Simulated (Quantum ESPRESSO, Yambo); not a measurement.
Planning a run of Quantum ESPRESSO 7.5 on BaTiO3 (P4mm). The input:

```
&control
  calculation = 'scf'
  prefix = 'x'
  outdir = 'o'
  pseudo_dir = 'pseudo'
/
&system
  ibrav = 0
  nat = 5
  ntyp = 3
  ecutwfc = 76.0
  nbnd = 26
  force_symmorphic = .true.
/
&electrons
  conv_thr = 1e-10
  electron_maxstep = 80
  mixing_beta = 0.5
/
ATOMIC_SPECIES
  Ba 137.33 Ba.upf
  Ti 47.867 Ti.upf
  O 15.999 O.upf
CELL_PARAMETERS angstrom
  3.9998000000 0.0000000000 0.0000000000
  0.0000000000 3.9998000000 0.0000000000
  0.0000000000 0.0000000000 4.0180000000
ATOMIC_POSITIONS crystal
  Ba 0.0000000000 0.0000000000 0.0007198634
  Ti 0.5000000000 0.5000000000 0.4856287403
  O 0.5000000000 0.5000000000 0.0253430239
  O 0.5000000000 0.0000000000 0.5156541862
  O 0.0000000000 0.5000000000 0.5156541862
K_POINTS automatic
  6 6 6 0 0 0
```

The database entry behind the starting cell differs from later determinations by our own check (c/a about 0.6 % short), so it need not match the best structure at ambient conditions.

```sh
OMP_NUM_THREADS=1 mpirun -n 8 pw.x -nk 8 -in pw.in > pw.out
```

**Question.** How long will it take on 8 MPI ranks of Arm Neoverse V1, shared host, and how much memory?

It took 16 s; on shared hardware allow 8 s to 32 s. Peak host memory was 0.66 GiB.

[Paths, hosts, dates, memory and timing lines, banners, echoed tables and standing remarks are left out of the program output.]

[Logs are printed without paths, hosts, clocks, repeated set-up lines and the standing remarks that a program may print on its own settings, such as how far it seeks lower states.]

[Runs of the session that timed out or met a known fault of the program may be left out.]

[Hosts, paths, dates, database ids (printed as entryN), source tags and the programs' standing remarks are cut or masked in the printed files.]
